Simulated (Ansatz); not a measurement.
# Anharmonic phonons and stability of ThPb3 (Pm-3m), part 2 of 3

How do the phonons of ThPb3 change with temperature at fixed cell?

Ansatz 0.2.0; DFT LDA, scalar-relativistic, plane waves, PAW.

So far, pressure (GPa): step 2 (a first coarse run) -2.31; step 3 (k-mesh 10×10×10) -2.53; step 4 (k-mesh 10×10×10, occupations Methfessel-Paxton, smearing width …) -2.54.

**5. Self-consistent phonons (continued)**

100 K; each column in its own order of rank; one wavevector of each set of like ones; translations left out; no LO-TO term. Modes at 100K, by row, the first 40 of 45 rows:

```
 q1   q2   q3  rank  harmonic (cm⁻¹)  gaussian (cm⁻¹)  gaussian error (cm⁻¹)  hessian (cm⁻¹)  hessian error (cm⁻¹)  path integral (cm⁻¹)  path integral error (cm⁻¹)
  0    0    0     1             67.5             67.7                    0.1            67.3                   0.1                  67.2                         0.1
  0    0    0     2             67.5             67.7                    0.1            67.3                   0.1                  67.2                         0.1
  0    0    0     3             67.5             67.7                    0.1            67.3                   0.1                  67.2                         0.1
  0    0    0     4             73.2             73.7                      0            73.1                   0.1                  73.1                         0.1
  0    0    0     5             73.2             73.7                      0            73.1                   0.1                  73.1                         0.1
  0    0    0     6             73.2             73.7                      0            73.1                   0.1                  73.1                         0.1
  0    0    0     7            102.2            103.5                    0.1           102.6                   0.1                 102.6                         0.2
  0    0    0     8            102.2            103.5                    0.1           102.6                   0.1                 102.6                         0.2
  0    0    0     9            102.2            103.5                    0.1           102.6                   0.1                 102.6                         0.2
  0    0  0.5     1             42.9             43.5                    0.1              43                   0.1                  43.1                         0.1
  0    0  0.5     2             42.9             43.5                    0.1              43                   0.1                  43.1                         0.1
  0    0  0.5     3             49.9             50.4                    0.1            49.8                   0.1                  49.8                         0.1
  0    0  0.5     4             49.9             50.4                    0.1            49.8                   0.1                  49.8                         0.1
  0    0  0.5     5             52.4             56.2                    0.3            55.2                   0.3                  55.3                         0.3
  0    0  0.5     6             69.6             70.8                    0.1            70.3                   0.1                  70.2                         0.1
  0    0  0.5     7             70.3               71                    0.1            70.4                   0.1                  70.3                         0.1
  0    0  0.5     8             80.6             81.5                    0.1            80.9                   0.1                  80.9                         0.1
  0    0  0.5     9             80.8             82.3                    0.2            81.6                   0.2                  81.6                         0.2
  0    0  0.5    10             80.8             82.3                    0.2            81.6                   0.2                  81.6                         0.2
  0    0  0.5    11             89.6             90.7                    0.1            89.7                   0.1                  89.8                         0.1
  0    0  0.5    12             89.6             90.7                    0.1            89.7                   0.1                  89.8                         0.1
  0  0.5  0.5     1             33.5             34.9                    0.1            34.4                   0.1                  34.5                         0.1
  0  0.5  0.5     2             33.5             34.9                    0.1            34.4                   0.1                  34.5                         0.1
  0  0.5  0.5     3             39.9             40.5                      0            40.2                   0.1                  40.2                         0.1
  0  0.5  0.5     4               51             52.4                    0.2            51.6                   0.2                  51.6                         0.2
  0  0.5  0.5     5             54.6               55                      0            54.3                   0.1                  54.4                         0.1
  0  0.5  0.5     6             69.4             69.8                    0.1            69.3                   0.1                  69.2                         0.2
  0  0.5  0.5     7             69.4             70.7                    0.1            69.8                   0.1                  69.8                         0.1
  0  0.5  0.5     8             69.8             70.7                    0.1            69.8                   0.1                  69.8                         0.1
  0  0.5  0.5     9             80.3             82.1                    0.4            81.7                   0.5                  81.8                         0.4
  0  0.5  0.5    10             83.7             86.4                    0.1            85.7                   0.2                  85.8                         0.1
  0  0.5  0.5    11             95.7             96.3                    0.1            95.4                   0.1                  95.4                         0.1
  0  0.5  0.5    12             95.7             96.3                    0.1            95.4                   0.1                  95.4                         0.1
0.5  0.5  0.5     1             41.5             42.4                    0.1            42.1                   0.1                  42.1                         0.1
0.5  0.5  0.5     2             41.5             42.4                    0.1            42.1                   0.1                  42.1                         0.1
0.5  0.5  0.5     3             41.5             42.4                    0.1            42.1                   0.1                  42.1                         0.1
0.5  0.5  0.5     4             46.7             46.8                    0.1            46.5                   0.1                  46.5                         0.1
0.5  0.5  0.5     5             46.7             46.8                    0.1            46.5                   0.1                  46.5                         0.1
0.5  0.5  0.5     6             57.8             57.8                    0.1            57.1                   0.1                    57                         0.1
0.5  0.5  0.5     7             57.8             57.8                    0.1            57.1                   0.1                    57                         0.1
```

300 K; each column in its own order of rank; one wavevector of each set of like ones; translations left out; no LO-TO term. Modes at 300K, by row, the first 40 of 45 rows:

```
 q1   q2   q3  rank  harmonic (cm⁻¹)  gaussian (cm⁻¹)  gaussian error (cm⁻¹)  hessian (cm⁻¹)  hessian error (cm⁻¹)  path integral (cm⁻¹)  path integral error (cm⁻¹)
  0    0    0     1             67.5             68.2                    0.2              67                   1.2                  66.9                         0.2
  0    0    0     2             67.5             68.2                    0.2              67                   1.2                  66.9                         0.2
  0    0    0     3             67.5             68.2                    0.2              67                   1.2                  66.9                         0.2
  0    0    0     4             73.2             74.5                    0.2            72.8                   0.3                  72.5                         0.2
  0    0    0     5             73.2             74.5                    0.2            72.8                   0.3                  72.5                         0.2
  0    0    0     6             73.2             74.5                    0.2            72.8                   0.3                  72.5                         0.2
  0    0    0     7            102.2            105.3                    0.3             103                   0.4                 102.7                         0.3
  0    0    0     8            102.2            105.3                    0.3             103                   0.4                 102.7                         0.3
  0    0    0     9            102.2            105.3                    0.3             103                   0.4                 102.7                         0.3
  0    0  0.5     1             42.9             44.6                    0.1            43.3                   0.2                  43.2                         0.1
  0    0  0.5     2             42.9             44.6                    0.1            43.3                   0.2                  43.2                         0.1
  0    0  0.5     3             49.9               51                    0.1            49.5                   0.2                  49.4                         0.1
  0    0  0.5     4             49.9               51                    0.1            49.5                   0.2                  49.4                         0.1
  0    0  0.5     5             52.4             59.7                    0.3            57.1                   0.3                  57.1                         0.4
  0    0  0.5     6             69.6             71.5                    0.3            70.4                   0.4                  70.4                         0.3
  0    0  0.5     7             70.3             73.1                    0.4              71                   0.4                  70.9                         0.4
  0    0  0.5     8             80.6             82.6                    0.2              81                   0.3                  80.9                         0.2
  0    0  0.5     9             80.8               84                    0.2              82                   0.3                  81.8                         0.2
  0    0  0.5    10             80.8               84                    0.2              82                   0.3                  81.8                         0.2
  0    0  0.5    11             89.6             92.4                    0.3            89.7                   0.4                  89.5                         0.3
  0    0  0.5    12             89.6             92.4                    0.3            89.7                   0.4                  89.5                         0.3
  0  0.5  0.5     1             33.5               37                    0.1            35.6                   0.1                  35.6                         0.1
  0  0.5  0.5     2             33.5               37                    0.1            35.6                   0.1                  35.6                         0.1
  0  0.5  0.5     3             39.9             41.4                    0.5            40.6                   0.6                  40.7                         0.5
  0  0.5  0.5     4               51             55.1                    0.2            52.7                   0.3                  52.7                         0.2
  0  0.5  0.5     5             54.6             55.8                    0.1            54.1                   0.2                  54.1                         0.2
  0  0.5  0.5     6             69.4             70.1                    0.2            68.7                   0.2                  68.6                         0.2
  0  0.5  0.5     7             69.4             72.7                    0.3            70.2                   0.5                  69.9                         0.3
  0  0.5  0.5     8             69.8             72.7                    0.3            70.2                   0.5                  69.9                         0.3
  0  0.5  0.5     9             80.3               84                    0.2            82.8                   0.4                    83                         0.2
  0  0.5  0.5    10             83.7             89.3                    0.6            87.5                   0.7                  87.5                         0.5
  0  0.5  0.5    11             95.7             97.4                    0.2              95                   0.2                    95                         0.2
  0  0.5  0.5    12             95.7             97.4                    0.2              95                   0.2                    95                         0.2
0.5  0.5  0.5     1             41.5             43.3                    0.3            42.3                   0.3                  42.3                         0.3
0.5  0.5  0.5     2             41.5             43.3                    0.3            42.3                   0.3                  42.3                         0.3
0.5  0.5  0.5     3             41.5             43.3                    0.3            42.3                   0.3                  42.3                         0.3
0.5  0.5  0.5     4             46.7               47                    0.2            46.2                   0.3                  46.1                         0.3
0.5  0.5  0.5     5             46.7               47                    0.2            46.2                   0.3                  46.1                         0.3
0.5  0.5  0.5     6             57.8             57.8                    0.2            55.9                   0.3                  55.8                         0.3
0.5  0.5  0.5     7             57.8             57.8                    0.2            55.9                   0.3                  55.8                         0.3
```

[end of part 2 of 3]

[Logs are printed without paths, hosts, clocks, repeated set-up lines and the standing remarks that a program may print on its own settings, such as how far it seeks lower states.]

[Hosts, paths, dates, database ids (printed as entryN), source tags and the programs' standing remarks are cut or masked in the printed files.]

[A step with changed settings may run another functional than the one named; its input shows which.]
